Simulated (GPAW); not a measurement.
Consider zinc-blende (ZnS)1-x(ZnSe)x, x = 0.75.

```cif
data_structure
_symmetry_space_group_name_H-M 'P 1'
_symmetry_Int_Tables_number 1
_cell_length_a 7.9245
_cell_length_b 7.9245
_cell_length_c 7.9245
_cell_angle_alpha 60.000
_cell_angle_beta 60.000
_cell_angle_gamma 60.000
_cell_volume 351.89
loop_
_atom_site_label
_atom_site_type_symbol
_atom_site_fract_x
_atom_site_fract_y
_atom_site_fract_z
_atom_site_occupancy
Zn1 Zn 0.99983 0.99814 0.00086 1
Se2 Se 0.12211 0.12719 0.12549 1
Zn3 Zn 0.00454 0.98910 0.50410 1
Se4 Se 0.12391 0.12667 0.62489 1
Zn5 Zn 0.00281 0.50573 0.98761 1
Se6 Se 0.12508 0.62251 0.12694 1
Zn7 Zn 0.98932 0.50789 0.50763 1
S8 S 0.12445 0.62473 0.62370 1
Zn9 Zn 0.49837 0.00184 0.99863 1
Se10 Se 0.62382 0.12586 0.12546 1
Zn11 Zn 0.50227 0.98845 0.50402 1
Se12 Se 0.62582 0.12452 0.62311 1
Zn13 Zn 0.50375 0.50430 0.98902 1
Se14 Se 0.62455 0.62571 0.12484 1
Zn15 Zn 0.49224 0.50487 0.50578 1
S16 S 0.62248 0.62404 0.62464 1
```

Absorber: atom 3, with 1 S at 2.36 Å and 3 Se at 2.45 Å (distorted tetrahedral). Method: GPAW, PBE, excited-electron core hole (neutral cell), 16-atom cell with 7.9 Å between holes, 4×4×4 k points, dipole transitions, Gaussian full width 1.67 eV up to 4 eV, rising linearly to 3.5 eV at 25 eV.

Q: Predict the near-edge structure at the Zn K edge.

Main maxima up to 28 eV above the zero (height): 5.0 eV (2.05), 8.8 eV (1.02) and 12.6 eV (1.15). A K edge sees empty p states on the absorber. The total-energy difference is 9692.58 eV. One term is added: -30.96 eV, since the hole is spin-paired here and a spin-polarised one costs that much less in the free atom (computed apart). The photon energy is then 9661.62 eV. The tabulated edge of the element is 9659 eV. The functional leaves an error of a few eV in such absolute values.

The Zn K spectrum (energy from the bottom of the conduction band, which holds the excited electron; intensity scaled to a mean of 1 over the first 20 eV):

| E (eV) | intensity |
| --- | --- |
| -2.0 | 0.00 |
| -1.4 | 0.00 |
| -0.8 | 0.00 |
| -0.2 | 0.01 |
| 0.4 | 0.06 |
| 1.0 | 0.18 |
| 1.6 | 0.42 |
| 2.2 | 0.75 |
| 2.8 | 1.04 |
| 3.4 | 1.25 |
| 4.0 | 1.58 |
| 4.6 | 1.97 |
| 5.2 | 2.01 |
| 5.8 | 1.65 |
| 6.4 | 1.19 |
| 7.0 | 0.93 |
| 7.6 | 0.90 |
| 8.2 | 0.98 |
| 8.8 | 1.02 |
| 9.4 | 0.96 |
| 10.0 | 0.90 |
| 10.6 | 0.90 |
| 11.2 | 0.99 |
| 11.8 | 1.09 |
| 12.4 | 1.15 |
| 13.0 | 1.14 |
| 13.6 | 1.10 |
| 14.2 | 1.04 |
| 14.8 | 0.98 |
| 15.4 | 0.92 |
| 16.0 | 0.86 |
| 16.6 | 0.83 |
| 17.2 | 0.84 |
| 17.8 | 0.86 |
| 18.4 | 0.87 |
| 19.0 | 0.85 |
| 19.6 | 0.80 |
| 20.2 | 0.76 |
| 20.8 | 0.76 |
| 21.4 | 0.78 |
| 22.0 | 0.82 |
| 22.6 | 0.84 |
| 23.2 | 0.85 |
| 23.8 | 0.85 |
| 24.4 | 0.85 |
| 25.0 | 0.86 |
| 25.6 | 0.89 |
| 26.2 | 0.91 |
| 26.8 | 0.93 |
| 27.4 | 0.94 |
| 28.0 | 0.93 |
| 28.6 | 0.92 |

The script folds with a Gaussian, whereas the core hole's own line is a Lorentzian, so the onset is too steep and the first peak too high.

[Banner, clock and machine lines of the logs are left out without a mark of their own.]

[Logs are printed without paths, hosts, clocks, repeated set-up lines and the standing remarks that a program may print on its own settings, such as how far it seeks lower states.]

[Hosts, paths, dates, database ids (printed as entryN), source tags and the programs' standing remarks are cut or masked in the printed files.]

[Lists of maxima count a maximum above −3 eV only where it reaches 4 % of the highest in the window and stands out from its surroundings by 2 % of it (1.5 % where it reaches 55 %); shoulders and weaker maxima are passed over, and of the rest the first, up to two pre-edge ones and the few strongest are named.]
